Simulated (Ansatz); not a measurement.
**Br on Mo(110): change of the work function**

How does Br on the hollow site change the work function of Mo(110) as the layer fills?

Calculated with Ansatz 0.2.0; plane-wave DFT, PBE, Ansatz PAW.

## (1) The structure

The cell holds 4 atoms: 4 Mo. Cell: a = 2.728 Å, b = 2.728 Å, c = 24.682 Å, α = 90.0°, β = 90.0°, γ = 70.5°. Vacuum lies along c.

Coordinates:

```cif
data_structure
_symmetry_space_group_name_H-M 'P 1'
_symmetry_Int_Tables_number 1
_cell_length_a 2.7280
_cell_length_b 2.7280
_cell_length_c 24.6822
_cell_angle_alpha 90.000
_cell_angle_beta 90.000
_cell_angle_gamma 70.529
_cell_volume 173.18
loop_
_atom_site_label
_atom_site_type_symbol
_atom_site_fract_x
_atom_site_fract_y
_atom_site_fract_z
_atom_site_occupancy
Mo1 Mo 0.00000 0.00000 0.36464 1
Mo2 Mo 0.50000 0.50000 0.45488 1
Mo3 Mo 0.00000 0.00000 0.54512 1
Mo4 Mo 0.50000 0.50000 0.63536 1
```

## (2) The clean slab

The bare slab comes first, as the zero from which every change is counted. The two lowest layers are held at bulk places and the upper ones relax. The dipole correction removes the false field that a one-sided slab makes across the periodic vacuum, so each face gets a flat vacuum level of its own.

input.yaml

```yaml
crystal:
  lattice:
    - [2.2273863607, -1.575, 0.0]
    - [2.2273863607, 1.575, 0.0]
    - [0.0, 0.0, 24.6821590822]
  atoms:
    - { symbol: Mo, position: [0.0, 0.0, 0.3646358477] }
    - { symbol: Mo, position: [0.5, 0.5, 0.4548786159] }
    - { symbol: Mo, position: [0.0, 0.0, 0.5451213841] }
    - { symbol: Mo, position: [0.5, 0.5, 0.6353641523] }
kpoints:
  mp_grid: { grid: [12, 12, 1] }
hamiltonian:
  xc: pbe
scf:
  occupations: { method: fermi_dirac, width: 0.1 }
  convergence: { dr2_threshold: 1.0e-08 }
efield:
  axis: 3
  dipole_correction: true
  ramp_position: 0.97
  ramp_width: 0.06
relax:
  f_tol: 0.02
  max_steps: 60
  constraints: [{ sites: [0, 1] }]
output:
  write_potential: true
  write_density: true
  volumetric_format: npy
```

The run is started by

```sh
ansatz run input.yaml --threads 4 --pin off --max-ram 6144MiB --backend cpu --events-out ev --progress --plain --runs-dir out
```

Numbers of over 12 decimals in the logs are rounded to 6 here.

What it wrote:

```text
Engine: ansatz 0.2.0, aarch64-unknown-linux-gnu
Pseudopotentials: kind: paw
Pseudopotential: Mo, paw, valence charge 14, recommended cutoff 420 eV (normal), Mo.paw.azcp
Functional definition: PBE
  parameter kappa = 0.804
  parameter beta = 0.066725
  exchange = pbe_x(kappa = kappa, mu = beta*pi^2/3)
  correlation = pbe_c(beta = beta)
Crystal: 4 atoms, lattice volume = 173.177 Å³
Basis set: ecut = 420 eV, 3445 PW (Γ), exchange–correlation on 40×40×360 points (8 copies of the dense FFT grid, shifted against one another)
Bands: 34, of which v1, the nominal top of the filled ones, is band 28 counted from 1 (27 counted from 0)
Symmetry: 4 space group operations
k-points: 43 of 144
Non-local potential: Mo, projectors of the file, l = 0: 3, l = 1: 2, l = 2: 2, l = 3: 1
PAW form: soft (Blöchl's): semilocal exchange-correlation on the pseudo side does not see the compensation charge
PAW one-centre angular grid: Mo, 590 points (default); XC on 64 Gauss nodes
Initial density: superposition of atomic densities (neutral atoms: chi_scale 0, normalization atom), corrected by the library's trained network
Initial wavefunctions: pseudopotential atomic-orbital guess
Functional: x = pbe(κ = 0.804, μ = 0.219515), c = pbe(β = 0.066725)
SCF iter   1: F=—  HF=-19821.647128 eV  |F-HF|=—  |Δ(HF+E_count)|=         —  Δρ=3.78e-3  dr2=1.40e-1  ethr=1.77e-3  p=-0.000 e·Å  D=-4.77e-14 V/Å  ΔV_dip=0.00 eV  dr2_dipole=1.17e-6  V_vac-E_F(+/−)=4.86/4.86 eV  ⟨swp⟩=8.9  Hψ=15645  notcnv=0  defer=5
efield: sawtooth ramp at fractional position 0.9700 (set: `efield.ramp_position`, or a place that a band, a saddle search or an elastic batch's reference lends), width 0.0600; the density the first Hamiltonian is built on has a dipole p = -0.000 e·Å; the dipole correction subtracts the counter field D = -4.77e-14 V/Å, which shifts the + side's vacuum level by +0.00 eV against the − side's; the planar-averaged density in the ramp window peaks in size at 1.4e-5 e/Å³
automatic band count: the SCF goes on with 40 bands, as 34 were too few: the levels above may hold too much charge
preconditioner: auto → LDOS  [metal: Δε(μ)=0.026 eV  Ē_g=5.170 eV  σ=0.100 eV  W_gap=0.07  n_scr=16 (ndim 8)  ℏωp=13.8 eV  f_vac=0.563  D(μ)=3.57/eV (n_scr^D=14)  β→1.0]
SCF iter   2: F=—  HF=-19821.643445 eV  |F-HF|=—  |Δ(HF+E_count)|=   3.68e-3  Δρ=1.93e-3  dr2=1.96e-2  ethr=2.50e-4  p=0.000 e·Å  D=4.94e-6 V/Å  ΔV_dip=-0.00 eV  dr2_dipole=1.04e-6  V_vac-E_F(+/−)=4.70/4.70 eV  ⟨swp⟩=2.1  Hψ=2763  notcnv=0  defer=21
SCF iter   3: F=—  HF=-19821.641435 eV  |F-HF|=—  |Δ(HF+E_count)|=   2.01e-3  Δρ=5.02e-4  dr2=1.45e-3  ethr=3.50e-5  p=0.000 e·Å  D=3.71e-6 V/Å  ΔV_dip=-0.00 eV  dr2_dipole=1.26e-7  V_vac-E_F(+/−)=4.72/4.72 eV  ⟨swp⟩=2.2  Hψ=2388  notcnv=0  defer=21
SCF iter   4: F=—  HF=-19821.641192 eV  |F-HF|=—  |Δ(HF+E_count)|=   2.43e-4  Δρ=1.36e-4  dr2=7.48e-5  ethr=2.60e-6  p=0.000 e·Å  D=1.73e-6 V/Å  ΔV_dip=-0.00 eV  dr2_dipole=3.25e-8  V_vac-E_F(+/−)=4.71/4.71 eV  ⟨swp⟩=3.0  Hψ=2598  notcnv=0  defer=21
SCF iter   5: F=—  HF=-19821.641218 eV  |F-HF|=—  |Δ(HF+E_count)|=   2.63e-5  Δρ=3.96e-5  dr2=6.14e-6  ethr=1.34e-7  p=0.000 e·Å  D=1.87e-7 V/Å  ΔV_dip=-0.00 eV  dr2_dipole=7.65e-10  V_vac-E_F(+/−)=4.70/4.70 eV  ⟨swp⟩=2.6  Hψ=2473  notcnv=0  defer=21
SCF iter   6: F=—  HF=-19821.641292 eV  |F-HF|=—  |Δ(HF+E_count)|=   7.41e-5  Δρ=1.55e-5  dr2=8.69e-7  ethr=1.10e-8  p=-0.000 e·Å  D=-9.80e-8 V/Å  ΔV_dip=0.00 eV  dr2_dipole=2.52e-12  V_vac-E_F(+/−)=4.70/4.70 eV  ⟨swp⟩=2.1  Hψ=2413  notcnv=0  defer=21
SCF iter   7: F=—  HF=-19821.641293 eV  |F-HF|=—  |Δ(HF+E_count)|=   4.78e-7  Δρ=4.02e-6  dr2=7.37e-8  ethr=1.55e-9  p=-0.000 e·Å  D=-1.26e-7 V/Å  ΔV_dip=0.00 eV  dr2_dipole=3.54e-11  V_vac-E_F(+/−)=4.69/4.69 eV  ⟨swp⟩=2.1  Hψ=2303  notcnv=0  defer=21
SCF iter   8: F=-19821.641293 eV  HF=-19821.641293 eV  |F-HF|=4.35e-9  |Δ(HF+E_count)|=   8.38e-8  Δρ=1.47e-6  dr2=6.61e-9  ethr=1.79e-11  p=-0.000 e·Å  D=-2.54e-8 V/Å  ΔV_dip=0.00 eV  dr2_dipole=1.82e-12  V_vac-E_F(+/−)=4.69/4.69 eV  ⟨swp⟩=10.7  Hψ=11443  notcnv=0
SCF 1 converged in 8 iterations: F = -19821.641293 eV  dr2 = 6.61e-9
  greatest PAW one-centre occupation: 0.998 electrons in one spin orbital (limit 2), on the Mo atom at site 0 (counted from 0), in its partial waves of l = 0
relax step   1: F+E_penalty+E_count = -19821.64129266 eV  Δ(F+E_penalty+E_count) = +0.000e0 eV  max|allowed force component| = 6.071e-1 eV/Å  Δτ_max = 0.0000 Å  (8 SCF iters, accepted)
Bands: 40, of which v1, the nominal top of the filled ones, is band 28 counted from 1 (27 counted from 0)
Initial density: handed on by an earlier stage of this run
Initial wavefunctions: those handed on with the density
iter 1 solved again at ethr=6.81e-4 eV; its pass at ethr=3.10e-3 eV (dr2=3.81e-1 eV) is discarded
SCF iter   1: F=—  HF=-19821.655298 eV  |F-HF|=—  |Δ(HF+E_count)|=         —  Δρ=9.01e-3  dr2=3.79e-1  ethr=6.81e-4  p=0.000 e·Å  D=7.10e-7 V/Å  ΔV_dip=-0.00 eV  dr2_dipole=2.16e-3  V_vac-E_F(+/−)=4.71/4.71 eV  ⟨swp⟩=1.6  Hψ=6582  notcnv=0  defer=26
efield: sawtooth ramp at fractional position 0.9700 (set: `efield.ramp_position`, or a place that a band, a saddle search or an elastic batch's reference lends), width 0.0600; the density the first Hamiltonian is built on has a dipole p = 0.000 e·Å; the dipole correction subtracts the counter field D = 7.10e-7 V/Å, which shifts the + side's vacuum level by -0.00 eV against the − side's; the planar-averaged density in the ramp window peaks in size at 3.6e-6 e/Å³
preconditioner: auto → LDOS  [metal: Δε(μ)=0.032 eV  Ē_g=5.280 eV  σ=0.100 eV  W_gap=0.08  n_scr=16 (ndim 8)  ℏωp=13.8 eV  f_vac=0.569  D(μ)=3.64/eV (n_scr^D=14)  β→1.0]
SCF iter   2: F=—  HF=-19821.637649 eV  |F-HF|=—  |Δ(HF+E_count)|=   1.76e-2  Δρ=4.01e-3  dr2=1.08e-1  ethr=6.78e-4  p=0.007 e·Å  D=7.44e-3 V/Å  ΔV_dip=-0.18 eV  dr2_dipole=1.22e-3  V_vac-E_F(+/−)=4.51/4.69 eV  ⟨swp⟩=2.3  Hψ=2710  notcnv=0  defer=26
SCF iter   3: F=—  HF=-19821.629265 eV  |F-HF|=—  |Δ(HF+E_count)|=   8.38e-3  Δρ=1.79e-3  dr2=1.82e-2  ethr=1.92e-4  p=0.006 e·Å  D=6.37e-3 V/Å  ΔV_dip=-0.16 eV  dr2_dipole=2.87e-4  V_vac-E_F(+/−)=4.55/4.71 eV  ⟨swp⟩=2.4  Hψ=3010  notcnv=0  defer=26
SCF iter   4: F=—  HF=-19821.625513 eV  |F-HF|=—  |Δ(HF+E_count)|=   3.75e-3  Δρ=4.20e-4  dr2=7.00e-4  ethr=3.26e-5  p=0.007 e·Å  D=7.29e-3 V/Å  ΔV_dip=-0.18 eV  dr2_dipole=1.75e-5  V_vac-E_F(+/−)=4.52/4.70 eV  ⟨swp⟩=3.0  Hψ=2790  notcnv=0  defer=26
[...]
SCF iter   2: F=—  HF=-19821.665867 eV  |F-HF|=—  |Δ(HF+E_count)|=   3.93e-3  Δρ=2.32e-3  dr2=4.41e-2  ethr=1.98e-4  p=0.006 e·Å  D=6.20e-3 V/Å  ΔV_dip=-0.15 eV  dr2_dipole=3.08e-3  V_vac-E_F(+/−)=4.55/4.71 eV  ⟨swp⟩=2.0  Hψ=2819  notcnv=0  defer=26
SCF iter   3: F=—  HF=-19821.662932 eV  |F-HF|=—  |Δ(HF+E_count)|=   2.93e-3  Δρ=8.29e-4  dr2=4.40e-3  ethr=7.87e-5  p=0.006 e·Å  D=6.03e-3 V/Å  ΔV_dip=-0.15 eV  dr2_dipole=6.38e-4  V_vac-E_F(+/−)=4.55/4.70 eV  ⟨swp⟩=2.0  Hψ=2289  notcnv=0  defer=26
SCF iter   4: F=—  HF=-19821.662281 eV  |F-HF|=—  |Δ(HF+E_count)|=   6.51e-4  Δρ=2.74e-4  dr2=4.17e-4  ethr=7.86e-6  p=0.005 e·Å  D=5.32e-3 V/Å  ΔV_dip=-0.13 eV  dr2_dipole=6.02e-5  V_vac-E_F(+/−)=4.57/4.70 eV  ⟨swp⟩=3.5  Hψ=3103  notcnv=0  defer=26
SCF iter   5: F=—  HF=-19821.662247 eV  |F-HF|=—  |Δ(HF+E_count)|=   3.44e-5  Δρ=7.82e-5  dr2=1.95e-5  ethr=7.44e-7  p=0.005 e·Å  D=5.03e-3 V/Å  ΔV_dip=-0.12 eV  dr2_dipole=1.52e-6  V_vac-E_F(+/−)=4.57/4.70 eV  ⟨swp⟩=2.5  Hψ=2528  notcnv=0  defer=26
SCF iter   6: F=—  HF=-19821.662255 eV  |F-HF|=—  |Δ(HF+E_count)|=   8.41e-6  Δρ=2.97e-5  dr2=1.83e-6  ethr=3.48e-8  p=0.005 e·Å  D=4.92e-3 V/Å  ΔV_dip=-0.12 eV  dr2_dipole=6.07e-9  V_vac-E_F(+/−)=4.57/4.70 eV  ⟨swp⟩=2.1  Hψ=2353  notcnv=0  defer=26
SCF iter   7: F=—  HF=-19821.662328 eV  |F-HF|=—  |Δ(HF+E_count)|=   7.26e-5  Δρ=1.27e-5  dr2=5.23e-7  ethr=3.28e-9  p=0.005 e·Å  D=4.84e-3 V/Å  ΔV_dip=-0.12 eV  dr2_dipole=2.79e-8  V_vac-E_F(+/−)=4.58/4.70 eV  ⟨swp⟩=2.2  Hψ=2457  notcnv=0  defer=26
SCF iter   8: F=—  HF=-19821.662328 eV  |F-HF|=—  |Δ(HF+E_count)|=   8.18e-8  Δρ=2.77e-6  dr2=3.21e-8  ethr=9.33e-10  p=0.005 e·Å  D=4.83e-3 V/Å  ΔV_dip=-0.12 eV  dr2_dipole=1.62e-9  V_vac-E_F(+/−)=4.58/4.70 eV  ⟨swp⟩=2.8  Hψ=3060  notcnv=0  defer=26
SCF iter   9: F=-19821.662328 eV  HF=-19821.662328 eV  |F-HF|=6.61e-9  |Δ(HF+E_count)|=   1.92e-8  Δρ=8.01e-7  dr2=1.26e-9  ethr=1.79e-11  p=0.005 e·Å  D=4.82e-3 V/Å  ΔV_dip=-0.12 eV  dr2_dipole=8.80e-14  V_vac-E_F(+/−)=4.58/4.70 eV  ⟨swp⟩=10.0  Hψ=11105  notcnv=0
SCF 3 converged in 9 iterations: F = -19821.662328 eV  dr2 = 1.26e-9
relax step   3: F+E_penalty+E_count = -19821.66232783 eV  Δ(F+E_penalty+E_count) = -2.104e-2 eV  max|allowed force component| = 1.718e-1 eV/Å  Δτ_max = 0.0695 Å  (9 SCF iters, accepted)
SCF iter   1: F=—  HF=-19821.663910 eV  |F-HF|=—  |Δ(HF+E_count)|=         —  Δρ=8.39e-4  dr2=3.50e-3  ethr=6.23e-5  p=0.005 e·Å  D=4.82e-3 V/Å  ΔV_dip=-0.12 eV  dr2_dipole=1.17e-4  V_vac-E_F(+/−)=4.57/4.69 eV  ⟨swp⟩=2.4  Hψ=3395  notcnv=0  defer=26
efield: sawtooth ramp at fractional position 0.9700 (set: `efield.ramp_position`, or a place that a band, a saddle search or an elastic batch's reference lends), width 0.0600; the density the first Hamiltonian is built on has a dipole p = 0.005 e·Å; the dipole correction subtracts the counter field D = 4.82e-3 V/Å, which shifts the + side's vacuum level by -0.12 eV against the − side's; the planar-averaged density in the ramp window peaks in size at 4.2e-6 e/Å³
preconditioner: auto → LDOS  [metal: Δε(μ)=0.010 eV  Ē_g=5.198 eV  σ=0.100 eV  W_gap=0.02  n_scr=16 (ndim 8)  ℏωp=13.8 eV  f_vac=0.567  D(μ)=3.47/eV (n_scr^D=14)  β→1.0]
SCF iter   2: F=—  HF=-19821.663782 eV  |F-HF|=—  |Δ(HF+E_count)|=   1.29e-4  Δρ=4.26e-4  dr2=1.37e-3  ethr=6.24e-6  p=0.004 e·Å  D=4.06e-3 V/Å  ΔV_dip=-0.10 eV  dr2_dipole=2.10e-5  V_vac-E_F(+/−)=4.60/4.70 eV  ⟨swp⟩=2.0  Hψ=2569  notcnv=0  defer=26
SCF iter   3: F=—  HF=-19821.663686 eV  |F-HF|=—  |Δ(HF+E_count)|=   9.57e-5  Δρ=1.70e-4  dr2=1.67e-4  ethr=2.44e-6  p=0.004 e·Å  D=4.18e-3 V/Å  ΔV_dip=-0.10 eV  dr2_dipole=3.14e-6  V_vac-E_F(+/−)=4.59/4.69 eV  ⟨swp⟩=2.0  Hψ=2242  notcnv=0  defer=26
SCF iter   4: F=—  HF=-19821.663652 eV  |F-HF|=—  |Δ(HF+E_count)|=   3.40e-5  Δρ=4.02e-5  dr2=5.53e-6  ethr=2.98e-7  p=0.004 e·Å  D=4.07e-3 V/Å  ΔV_dip=-0.10 eV  dr2_dipole=5.64e-7  V_vac-E_F(+/−)=4.60/4.70 eV  ⟨swp⟩=3.4  Hψ=3040  notcnv=0  defer=26
SCF iter   5: F=—  HF=-19821.663725 eV  |F-HF|=—  |Δ(HF+E_count)|=   7.28e-5  Δρ=1.23e-5  dr2=5.70e-7  ethr=9.88e-9  p=0.004 e·Å  D=3.99e-3 V/Å  ΔV_dip=-0.10 eV  dr2_dipole=4.14e-8  V_vac-E_F(+/−)=4.60/4.70 eV  ⟨swp⟩=2.7  Hψ=2634  notcnv=0  defer=26
SCF iter   6: F=—  HF=-19821.663725 eV  |F-HF|=—  |Δ(HF+E_count)|=   2.09e-7  Δρ=3.79e-6  dr2=5.80e-8  ethr=1.02e-9  p=0.004 e·Å  D=3.95e-3 V/Å  ΔV_dip=-0.10 eV  dr2_dipole=2.21e-9  V_vac-E_F(+/−)=4.60/4.70 eV  ⟨swp⟩=2.3  Hψ=2338  notcnv=0  defer=26
SCF iter   7: F=-19821.663725 eV  HF=-19821.663725 eV  |F-HF|=3.94e-9  |Δ(HF+E_count)|=   3.95e-8  Δρ=1.56e-6  dr2=8.46e-9  ethr=1.79e-11  p=0.004 e·Å  D=3.94e-3 V/Å  ΔV_dip=-0.10 eV  dr2_dipole=2.54e-10  V_vac-E_F(+/−)=4.60/4.70 eV  ⟨swp⟩=10.8  Hψ=11522  notcnv=0
SCF 4 converged in 7 iterations: F = -19821.663725 eV  dr2 = 8.46e-9
relax step   4: F+E_penalty+E_count = -19821.66372504 eV  Δ(F+E_penalty+E_count) = -1.397e-3 eV  max|allowed force component| = 6.160e-3 eV/Å  Δτ_max = 0.0105 Å  (7 SCF iters, accepted)
NSCF: frozen V_eff on 43 k-points
the band table was solved once a step of the walk had ended and its energy, with any forces and stress, was formed, with the checks that follow a solve (8311 applications of the Hamiltonian). They found nothing against the state; the energy, forces and stress were not computed again (output.eigenvalues in the input reference)
SCF converged after 7 iterations
Free energy (F): -19821.663725 eV
Harris-Foulkes:  -19821.663725 eV  (|F-HF|=3.94e-9)
Internal energy: -19821.546906 eV  (E = F + TS)
E sigma→0 (E₀):  -19821.605316 eV
Entropy (-TS):   -0.116819 eV (-29.205 meV/atom)
Fermi energy:    4.749028 eV
Dipole field:    D = 0.003959 V/Å  (p = 0.003789 e·Å, saw-weighted, corrected)
Work function:   Φ+ = 4.5981 eV   Φ− = 4.6959 eV
Levels:          The Fermi level and band energies are counted from a zero that moves with the ramp; work functions are not
--- Per-component energies (eV) ---
  E_band       = -1128.803111
  E_kinetic    = 1758.636080
  E_local      = -73076.345041  (includes V_loc(G=0)·N_el)
  E_nonlocal   = 573.008628
  E_hartree    = 35551.715061
  E_xc         = -730.509319
  E_vxc        = -911.323819  (∫ρ·V_xc dr)
  E_paw        = -12805.328644  (= ΣΔE_a)
  E_vpaw       = -576.218630  (= ΣTr[D̂ρ^β])
  E_aug_tail   = 0.000170  (compensation charges beyond the density's cutoff)
  E_efield     = 0.000007  (sawtooth field / dipole correction)
  E_vefield    = 0.002053  (∫n·V_field dr)
  E_ewald      = 28907.276150
  E_smearing   = -0.116819  (= −TS)
  E_closure    = -0.000000  (closes the sum)
  Σ components = -19821.663725   (vs F -19821.663725, Δ=0.00e0)
--- Forces (eV/Å), atoms counted from 1 ---
  atom   1  Mo     0.00000000     0.00000000     0.48968418
  atom   2  Mo     0.00000000    -0.00000000    -0.48732710
  atom   3  Mo     0.00000000    -0.00000000    -0.00615965
  atom   4  Mo     0.00000000     0.00000000     0.00374722
  max |Σ_I F_I| component: 5.54e-5 eV/Å
--- Band table (eV; the first three rows and the last of 43) ---
  k-point 0: bands = [... 24 lower, 3.2679, 3.3587, 3.5222, 3.7666, 4.8655, 5.1015, 5.8499, 5.9160, ... 8 higher]
  k-point 1: bands = [... 24 lower, 3.1262, 3.2374, 3.5562, 3.9741, 4.5550, 5.1890, 5.4643, 5.7715, ... 8 higher]
  k-point 2: bands = [... 24 lower, 2.9540, 3.0742, 3.7021, 3.9784, 4.4501, 4.6794, 5.6510, 5.7078, ... 8 higher]
  k-point 42: bands = [... 24 lower, 3.2412, 5.2680, 5.2859, 5.5507, 5.7353, 6.1980, 7.4154, 7.7054, ... 8 higher]
--- Relaxed structure (4 steps of the walk, 3 accepted, 0 SCFs on fresh bases) ---
  F+E_penalty+E_count = -19821.66372504 eV   max|allowed force component| = 6.160e-3 eV/Å
  atoms:
    - { symbol: Mo, position: [0.0, 0.0, 0.364636] }
    - { symbol: Mo, position: [0.500000, 0.500000, 0.454879] }
    - { symbol: Mo, position: [-3.918100186470955e-19, 3.918100186470955e-19, 0.546022] }
    - { symbol: Mo, position: [0.500000, 0.500000, 0.632974] }
```

Wall time 23 s (4 threads of Arm Neoverse V2, shared host); peak memory 0.55 GiB; 90 s of CPU time.

Relaxation path:

| step | energy less that of the first step (eV) | largest force component (eV/Å) |
| --- | --- | --- |
| 1 | 0.0000 | 0.6071 |
| 2 | 0.0156 | 0.8030 |
| 3 | -0.0210 | 0.1718 |
| 4 | -0.0224 | 0.0062 |

Relaxation step 2 was tried and not accepted.

The run keeps the 4 symmetry operations that it works with, so distortions that break them were not tested.

The atoms that moved most (Å):

| atom | dx | dy | dz | length |
| --- | --- | --- | --- | --- |
| Mo4 | 0.000 | 0.000 | -0.059 | 0.059 |
| Mo3 | 0.000 | 0.000 | 0.022 | 0.022 |

Final coordinates:

```cif
data_structure
_symmetry_space_group_name_H-M 'P 1'
_symmetry_Int_Tables_number 1
_cell_length_a 2.7280
_cell_length_b 2.7280
_cell_length_c 24.6822
_cell_angle_alpha 90.000
_cell_angle_beta 90.000
_cell_angle_gamma 70.529
_cell_volume 173.18
loop_
_atom_site_label
_atom_site_type_symbol
_atom_site_fract_x
_atom_site_fract_y
_atom_site_fract_z
_atom_site_occupancy
Mo1 Mo 0.00000 0.00000 0.36464 1
Mo2 Mo 0.50000 0.50000 0.45488 1
Mo3 Mo 0.00000 0.00000 0.54602 1
Mo4 Mo 0.50000 0.50000 0.63297 1
```

Numbers from this step:

```
energy at zero smearing        : -19821.6053 eV
work function, upper face      : 4.598 eV
work function, lower face      : 4.696 eV
dipole along the normal        : 0.003789 e·Å
step between the vacuum levels : -0.09771 eV
```

Running mean over 2.227 Å of the planar mean; the ramp of the sawtooth is left out. Electron's electrostatic potential energy less the Fermi level against z:

| z (Å) | electron's electrostatic potential energy less the Fermi level (eV) |
| --- | --- |
| 3.5 | 4.70 |
| 4.0 | 4.69 |
| 4.5 | 4.69 |
| 5.0 | 4.68 |
| 5.5 | 4.65 |
| 6.0 | 4.55 |
| 6.5 | 4.23 |
| 7.0 | 3.21 |
| 7.5 | -0.134 |
| 8.0 | -5.98 |
| 8.5 | -10.8 |
| 9.0 | -12.4 |
| 9.5 | -12.6 |
| 10.0 | -12.7 |
| 10.5 | -12.8 |
| 11.0 | -12.9 |
| 11.5 | -12.9 |
| 12.0 | -12.7 |
| 12.5 | -12.7 |
| 13.0 | -12.8 |
| 13.5 | -13.0 |
| 14.0 | -13.4 |
| 14.5 | -13.7 |
| 15.0 | -13.3 |
| 15.5 | -12.7 |
| 16.0 | -11.5 |
| 16.5 | -7.48 |
| 17.0 | -1.49 |
| 17.5 | 2.59 |
| 18.0 | 3.99 |
| 18.5 | 4.41 |
| 19.0 | 4.54 |
| 19.5 | 4.58 |
| 20.0 | 4.59 |
| 20.5 | 4.60 |
| 21.0 | 4.60 |
| 21.5 | 4.60 |

The relaxation took 4 steps and lowered the energy by 0.022 eV; the largest force on the free atoms ends at 0.0062 eV/Å.

The work function of the upper face is 4.60 eV.

[end of part 1 of 3]

[Logs are printed without paths, hosts, clocks, repeated set-up lines and the standing remarks that a program may print on its own settings, such as how far it seeks lower states.]

[Hosts, paths, dates, database ids (printed as entryN), source tags and the programs' standing remarks are cut or masked in the printed files.]

[Maps of the electrostatic potential energy from Ansatz leave out the sawtooth potential of an applied field or a dipole correction, so their vacuum need not be flat; planar profiles and work functions include it.]
